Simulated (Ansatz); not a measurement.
# Decaying states in the gap of LaYZn2P2O2, part 3 of 3

Wanted: the relaxed cell of LaYZn2P2O2, its band edges and its decay constants. It is built by putting La for part of the Y in the YZnPO structure of space group R-3m, with the volume rescaled by atomic radii. The parent structure comes from the Materials Project.

Ansatz 0.2.0; PBE DFT, plane waves, PAW files (the session's first sound run).

So far, gap on path (eV): step 3 (band edges) 1.29.

The structure was built from a prototype and need not be the compound's stable phase.

## 6. Complex bands, plane (101)

Level of this step: PBE DFT, plane waves, PAW files; complex bands by layer matching along the plane's normal (Ansatz).

The same for the (101) plane, at (0, 0) and (-0.5, 0), to see how the decay depends on direction.

Contents of input.yaml:

```yaml
crystal:
  lattice:
    - [10.580432628, 0.0, 0.0]
    - [0.747046808, 3.905134812, 0.0]
    - [0.747046808, 1.881112903, 3.422205743]
  atoms:
    - { symbol: La, position: [0.1418025308, 0.6193991564, 0.6193991564] }
    - { symbol: "Y", position: [0.8568781328, 0.3810406224, 0.3810406224] }
    - { symbol: Zn, position: [0.5941987194, 0.8019337602, 0.8019337602] }
    - { symbol: Zn, position: [0.4167416119, 0.1944194627, 0.1944194627] }
    - { symbol: P, position: [0.6635497861, 0.1121500713, 0.1121500713] }
    - { symbol: P, position: [0.345285717, 0.884904761, 0.884904761] }
    - { symbol: O, position: [0.9070984233, 0.6976338589, 0.6976338589] }
    - { symbol: O, position: [0.074445079, 0.308518307, 0.308518307] }
kpoints:
  mp_grid: { grid: [8, 8, 8] }
scf:
  occupations: { method: fixed }
hamiltonian:
  xc: pbe
output:
  eigenvalues: true
  transmission:
    leads: [[0, 0]]
    kpoints: [[0.0, 0.0], [-0.5, 0.0]]
    e_range: [-1.0, 2.29]
    de: 0.07
```

Launch:

```console
$ ansatz run input.yaml --threads 2 --pin off --max-ram 4096MiB --backend cpu --events-out ev --progress --plain --runs-dir out
```

Numbers of over 12 decimals in the logs are rounded to 6 here.

Log:

```text
[...]
Crystal: 8 atoms, lattice volume = 141.399 Å³
Basis set: ecut = 420 eV, 2783 PW (Γ)
Bands: 42, of which v1, the nominal top of the filled ones, is band 34 counted from 1 (33 counted from 0)
Symmetry: 6 space group operations
[...]
k-points: 65 of 512 (time reversal used)
[...]
SCF iter   1: F=—  HF=-19393.140436 eV  |F-HF|=—  |Δ(HF+E_count)|=         —  Δρ=2.39e-3  dr2=9.11e-3  ethr=1.77e-3  ⟨swp⟩=7.1  Hψ=10796  notcnv=0  defer=368
[...]
SCF iter   8: F=-19393.142019 eV  HF=-19393.142019 eV  |F-HF|=2.22e-8  |Δ(HF+E_count)|=   5.80e-7  Δρ=4.42e-6  dr2=3.33e-8  ethr=1.47e-10  ⟨swp⟩=13.4  Hψ=16482  notcnv=0
SCF 1 converged in 8 iterations: F = -19393.142019 eV  dr2 = 3.33e-8
[...]
transmission: 5 of 10 steps passed
transmission: 10 of 10 steps passed
SCF converged after 8 iterations
Free energy (F): -19393.142019 eV
[...]
Internal energy: -19393.142019 eV  (E = F + TS)
E sigma→0 (E₀):  -19393.142019 eV
Fermi energy:    9.972279 eV
[...]
--- Band table (eV; the first three rows and the last of 65) ---
  k-point 0: bands = [... 30 lower, 9.2888, 9.2888, 9.9221, 9.9221, 11.3328, 11.4312, 12.5633, 12.6669, ... 4 higher]
  k-point 1: bands = [... 30 lower, 8.9446, 9.0092, 9.2155, 9.7014, 11.5335, 11.9704, 12.5733, 12.6732, ... 4 higher]
  k-point 2: bands = [... 30 lower, 7.8640, 8.3196, 8.9782, 9.2604, 11.7048, 12.1553, 12.4828, 12.7171, ... 4 higher]
  k-point 64: bands = [... 30 lower, 9.2690, 9.2690, 9.9723, 9.9723, 11.2637, 11.8398, 12.4640, 12.6103, ... 4 higher]
--- Transmission ---
  basis      : 357 plane waves across, 5 finite elements along
  points     : 2, as listed
[...]
crystal 0  : O2Y1La1Zn2P2, at the sites [0, 0], period 3.4222 Å: whole cells are its period
[...]
channels       : 0.000000e0 a spin
[...]
slowest decay  : 0.1229 /Å at (-0.5000, 0.0000)
```

Wall time 1.8 min (2 threads of Arm Neoverse V2, shared host); peak memory 1.5 GiB; 3.5 min of CPU time.

This step gave:

| Property | Result |
| --- | --- |
| decay constant at the filling level, zone centre | 0.1316 Å⁻¹ |
| decay constant at the filling level, slowest listed point | 0.1229 Å⁻¹ |

K parallel (0, 0); values up to 1.5 1/Å, a degenerate pair printed once or twice; energies at which all values exceed this have no row. The Im kz of the slowest decaying states by energy, zero at the highest filled level on the SCF mesh:

| energy (eV) | decay 1 (Å⁻¹) | decay 2 (Å⁻¹) | decay 3 (Å⁻¹) | decay 4 (Å⁻¹) |
| --- | --- | --- | --- | --- |
| -1.00 | 0.390 | 0.427 | 0.577 | 0.741 |
| -0.79 | 0.360 | 0.394 | 0.593 | 0.745 |
| -0.51 | 0.0760 | 0.142 | 0.328 | 0.372 |
| -0.30 | 0.104 | 0.199 | 0.354 | 0.388 |
| -0.09 | 0.120 | 0.230 | 0.369 | 0.385 |
| -0.02 | 0.0364 | 0.0813 | 0.124 | 0.237 |
| 0.19 | 0.0979 | 0.132 | 0.234 | 0.370 |
| 0.40 | 0.129 | 0.134 | 0.272 | 0.351 |
| 0.68 | 0.132 | 0.152 | 0.301 | 0.316 |
| 0.89 | 0.122 | 0.163 | 0.279 | 0.314 |
| 1.10 | 0.103 | 0.170 | 0.225 | 0.295 |
| 1.38 | 0.0805 | 0.169 | 0.247 | 0.315 |
| 1.59 | 0.167 | 0.245 | 0.302 | 0.317 |
| 1.80 | 0.126 | 0.161 | 0.220 | 0.274 |
| 2.08 | 0.143 | 0.213 | 0.229 | 0.247 |
| 2.29 | 0.120 | 0.133 | 0.191 | 0.201 |

K parallel (0, 0). Re kz of states that move upwards against energy, zero at the highest filled level on the SCF mesh:

| energy (eV) | channel 1 (Å⁻¹) | channel 2 (Å⁻¹) | channel 3 (Å⁻¹) | channel 4 (Å⁻¹) | channel 5 (Å⁻¹) |
| --- | --- | --- | --- | --- | --- |
| -1.00 | -0.642 | -0.463 | -0.237 | -0.218 | -0.101 |
| -0.86 | -0.544 | -0.345 | -0.206 | -0.157 | -0.0654 |
| -0.65 | -0.426 | -0.187 | - | - | - |
| -0.51 | -0.355 | -0.157 | - | - | - |
| -0.37 | -0.284 | -0.127 | - | - | - |
| -0.16 | -0.158 | -0.0711 | - | - | - |
| -0.02 | - | - | - | - | - |
| 0.12 | - | - | - | - | - |
| 0.33 | - | - | - | - | - |
| 0.47 | - | - | - | - | - |
| 0.68 | - | - | - | - | - |
| 0.82 | - | - | - | - | - |
| 0.96 | - | - | - | - | - |
| 1.17 | - | - | - | - | - |
| 1.31 | - | - | - | - | - |
| 1.45 | 0.129 | - | - | - | - |
| 1.66 | -0.632 | 0.110 | 0.326 | - | - |
| 1.80 | -0.845 | 0.155 | - | - | - |
| 1.94 | -0.675 | 0.204 | - | - | - |
| 2.15 | -0.509 | 0.330 | - | - | - |
| 2.29 | - | - | - | - | - |

K parallel (-0.5, 0); values up to 1.5 1/Å, a degenerate pair printed once or twice; energies at which all values exceed this have no row. Table of Im kz of the slowest decaying states by energy, zero at the highest filled level on the SCF mesh:

| energy (eV) | decay 1 (Å⁻¹) | decay 2 (Å⁻¹) | decay 3 (Å⁻¹) | decay 4 (Å⁻¹) |
| --- | --- | --- | --- | --- |
| -1.00 | 0.0201 | 0.447 | 0.554 | 0.591 |
| -0.86 | 0.149 | 0.445 | 0.567 | 0.587 |
| -0.65 | 0.0401 | 0.0853 | 0.242 | 0.440 |
| -0.51 | 0.0739 | 0.157 | 0.281 | 0.436 |
| -0.37 | 0.0937 | 0.200 | 0.312 | 0.432 |
| -0.16 | 0.113 | 0.243 | 0.349 | 0.424 |
| -0.02 | 0.122 | 0.264 | 0.369 | 0.417 |
| 0.12 | 0.0720 | 0.128 | 0.139 | 0.281 |
| 0.33 | 0.112 | 0.134 | 0.215 | 0.300 |
| 0.47 | 0.123 | 0.140 | 0.246 | 0.310 |
| 0.68 | 0.123 | 0.153 | 0.276 | 0.321 |
| 0.82 | 0.117 | 0.160 | 0.289 | 0.327 |
| 0.96 | 0.106 | 0.165 | 0.296 | 0.299 |
| 1.17 | 0.0724 | 0.167 | 0.206 | 0.301 |
| 1.31 | 0.0164 | 0.165 | 0.300 | 0.336 |
| 1.45 | 0.159 | 0.296 | 0.310 | 0.336 |
| 1.66 | 0.135 | 0.242 | 0.286 | 0.331 |
| 1.80 | 0.0888 | 0.142 | 0.205 | 0.276 |
| 1.94 | 0.191 | 0.196 | 0.263 | 0.284 |
| 2.15 | 0.142 | 0.175 | 0.196 | 0.233 |
| 2.29 | 0.101 | 0.113 | 0.154 | 0.178 |

K parallel (-0.5, 0). The Re kz of states that move upwards by energy, zero at the highest filled level on the SCF mesh:

| energy (eV) | channel 1 (Å⁻¹) | channel 2 (Å⁻¹) | channel 3 (Å⁻¹) | channel 4 (Å⁻¹) |
| --- | --- | --- | --- | --- |
| -1.00 | -0.584 | -0.433 | -0.185 | -0.0686 |
| -0.86 | -0.495 | -0.212 | -0.120 | -0.0384 |
| -0.72 | -0.420 | -0.183 | -0.0147 | 0.0109 |
| -0.58 | -0.351 | -0.154 | - | - |
| -0.44 | -0.284 | -0.124 | - | - |
| -0.37 | -0.251 | -0.109 | - | - |
| -0.23 | -0.180 | -0.0751 | - | - |
| -0.09 | -0.0943 | -0.0321 | - | - |
| -0.02 | -0.0251 | 0.00332 | - | - |
| 0.05 | - | - | - | - |
| 0.19 | - | - | - | - |
| 0.33 | - | - | - | - |
| 0.47 | - | - | - | - |
| 0.61 | - | - | - | - |
| 0.68 | - | - | - | - |
| 0.82 | - | - | - | - |
| 0.96 | - | - | - | - |
| 1.10 | - | - | - | - |
| 1.24 | - | - | - | - |
| 1.38 | -0.729 | 0.106 | - | - |
| 1.52 | -0.598 | 0.171 | - | - |
| 1.66 | -0.471 | 0.277 | - | - |
| 1.73 | - | - | - | - |
| 1.87 | 0.0524 | - | - | - |
| 2.01 | 0.203 | - | - | - |
| 2.15 | 0.333 | - | - | - |
| 2.29 | - | - | - | - |

At the listed wavevectors the last open channel is at -0.02 eV and the next at +1.31 eV on the grid. At +0.68 eV, the grid energy nearest the filling level (the middle of the gap on the SCF mesh), the slowest state at the listed wavevectors decays with κ = 0.123 Å⁻¹, its amplitude falling by e over 8.1 Å; the first such run, plane (001), gave 0.218 Å⁻¹.

## 7. Summary of results

```yaml
band_gap: 1.29 eV
least_decay_constant_at_mid_gap_normal_to_001: 0.218 Å⁻¹
least_decay_constant_at_mid_gap_normal_to_101: 0.123 Å⁻¹
least_decay_constant_on_a_mesh_normal_to_001: 0.220 Å⁻¹
```

What this shows: With PBE, the slowest decay at the wavevectors tried is κ = 0.123 Å⁻¹, normal to (101). Through such a film the transmission near mid-gap falls as exp(−2κd), a factor of ten every 9.4 Å. The decay depends on direction: 1.8 times faster normal to (001). A free electron under a barrier of half the gap would need a mass of 0.089 mₑ to decay at this rate. The compound is made up by substitution; its stability against other phases and against distortions of the cell's symmetry was not tested. A semilocal functional narrows gaps, so real decay constants are likely larger.

[Logs are printed without paths, hosts, clocks, repeated set-up lines and the standing remarks that a program may print on its own settings, such as how far it seeks lower states.]

[Hosts, paths, dates, database ids (printed as entryN), source tags and the programs' standing remarks are cut or masked in the printed files.]
